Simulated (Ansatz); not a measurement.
# Quasi-harmonic thermodynamics of BAs (F-43m), part 5 of 5

Wanted: α(T), C_P(T) and B(T) of BAs in the quasi-harmonic approximation.

What experiment has found for this phase:
- volume expansion coefficient 11.55 1e-6/K near room temperature (given in “Basic Physical Properties of Cubic Boron Arsenide (three times its linear coefficient)”, 2019, arxiv:1911.11281)
- volume expansion coefficient 10.8 1e-6/K near room temperature (given in “Thermal expansion coefficients of high thermal conducting BAs and BP materials (three times its linear coefficient)”, 2019, arxiv:1906.04101)

Ansatz 0.2.0; DFT LDA, scalar-relativistic, plane waves, PAW.

So far, principal linear expansion coefficients at 298 K (× 1e-6/K): step 6 (the quasi-harmonic study, cutoff 550 eV, k-mesh 12×12×12) 3.96; step 7 (phonons on strained cells, cutoff 487.2 eV, k-mesh 20×20×20) 3.97. The relaxed cell has a = 4.732 Å (conventional setting).

### 9. Side by side

Times are for 4 threads of Arm Neoverse V2, shared host. The series side by side:

```
no.  functional  cutoff (eV)    k-mesh  q-mesh  method  pressure (GPa)  volume expansion coefficient at 298 K (1e-6/K)  C_P at 298 K (J/mol-atom/K)  isothermal bulk modulus at 298 K (GPa)    time  memory (GiB)
  1         lda          550  12×12×12   4×4×4    dfpt               0                                           11.89                        17.06                                   142.8  13 min           2.2
  2         lda        487.2  20×20×20   4×4×4    dfpt               0                                           11.90                        17.06                                   142.8  49 min           7.3
  3         lda        487.2  12×12×12   6×6×6    dfpt               0                                           11.99                        17.07                                   142.8  36 min           2.0
```

The runs together, line volume. Expansion coefficient, volume against temperature; values in 1e-6/K:

```
temperature (K)  lda, 550, 12×12×12, 4×4×4, dfpt, 0  lda, 487.2, 20×20×20, 4×4×4, dfpt, 0  lda, 487.2, 12×12×12, 6×6×6, dfpt, 0
              0                                   0                                     0                                     0
             50                                0.61                                  0.61                                  0.63
            100                                2.86                                  2.86                                  2.92
            150                                5.18                                  5.19                                  5.26
            200                                7.66                                  7.67                                  7.75
            250                                9.99                                    10                                  10.1
            298                                11.9                                  11.9                                    12
            300                                12.0                                  12.0                                  12.1
            350                                13.5                                  13.5                                  13.6
            400                                14.8                                  14.8                                  14.9
            450                                15.8                                  15.8                                  15.9
            500                                16.6                                  16.6                                  16.7
            550                                17.2                                  17.2                                  17.3
            600                                17.8                                  17.8                                  17.9
            650                                18.2                                  18.2                                  18.3
            700                                18.6                                  18.6                                  18.7
            750                                18.9                                  18.9                                  19.1
            800                                19.2                                  19.2                                  19.4
```

The runs together, line C_P. Heat capacity, C_P against temperature; values in J/mol-atom/K:

```
temperature (K)  lda, 550, 12×12×12, 4×4×4, dfpt, 0  lda, 487.2, 20×20×20, 4×4×4, dfpt, 0  lda, 487.2, 12×12×12, 6×6×6, dfpt, 0
              0                                   0                                     0                                     0
             50                                1.73                                  1.73                                  1.71
            100                                6.42                                  6.42                                  6.41
            150                                9.84                                  9.84                                  9.84
            200                                12.7                                  12.7                                  12.7
            250                                15.2                                  15.2                                  15.2
            298                                17.1                                  17.1                                  17.1
            300                                17.1                                  17.1                                  17.1
            350                                18.7                                  18.7                                  18.7
            400                                19.8                                  19.8                                  19.9
            450                                20.8                                  20.8                                  20.8
            500                                21.5                                  21.5                                  21.5
            550                                22.1                                  22.1                                  22.1
            600                                22.5                                  22.5                                  22.6
            650                                22.9                                  22.9                                  22.9
            700                                23.2                                  23.2                                  23.3
            750                                23.5                                  23.5                                  23.5
            800                                23.7                                  23.7                                  23.7
```

### 10. What came out

| Item | Value |
| --- | --- |
| settings of these figures | LDA, 487.2 eV, k 12×12×12, q 6×6×6 |
| volume expansion coefficient at 298 K | 11.99 1e-6/K |
| C_P at 298 K | 17.07 J/mol-atom/K |
| entropy at 298 K | 15.66 J/mol-atom/K |
| isothermal bulk modulus at 298 K | 142.8 GPa |
| Grüneisen parameter at 298 K | 0.8105 |
| volume at 298 K | 13.37 Å³/atom |
| principal linear expansion coefficients at 298 K | 3.998, 3.998, 3.998 1e-6/K |

**Reading.** Near room temperature BAs expands by 12.0 × 10⁻⁶/K in volume by LDA, with C_P = 17.1 J/(mol K) per mole of atoms and B_T = 143 GPa. C_P at room temperature is 68 % of the classical 3R an atom, so the stiffest modes are still partly frozen out. A measured volume expansion coefficient near room temperature is 11.55 1e-6/K (arxiv:1911.11281); the calculated 12.0 1e-6/K differs by +4 %. Changing the q-mesh, k-mesh and cutoff moves the volume expansion at 298 K between 11.9 and 12.0 × 10⁻⁶/K, while the CPU time spans a factor of 3.8. The interpolation has no quadrupole term, so branches near the zone centre are less sure, since this crystal has sites that are not centres of inversion. The PAW files were made for PBE and are used here under another functional, for which the program regenerates the frozen cores.

[Logs are printed without paths, hosts, clocks, repeated set-up lines and the standing remarks that a program may print on its own settings, such as how far it seeks lower states.]

[Hosts, paths, dates, database ids (printed as entryN), source tags and the programs' standing remarks are cut or masked in the printed files.]

[A step with changed settings may run another functional than the one named; its input shows which.]
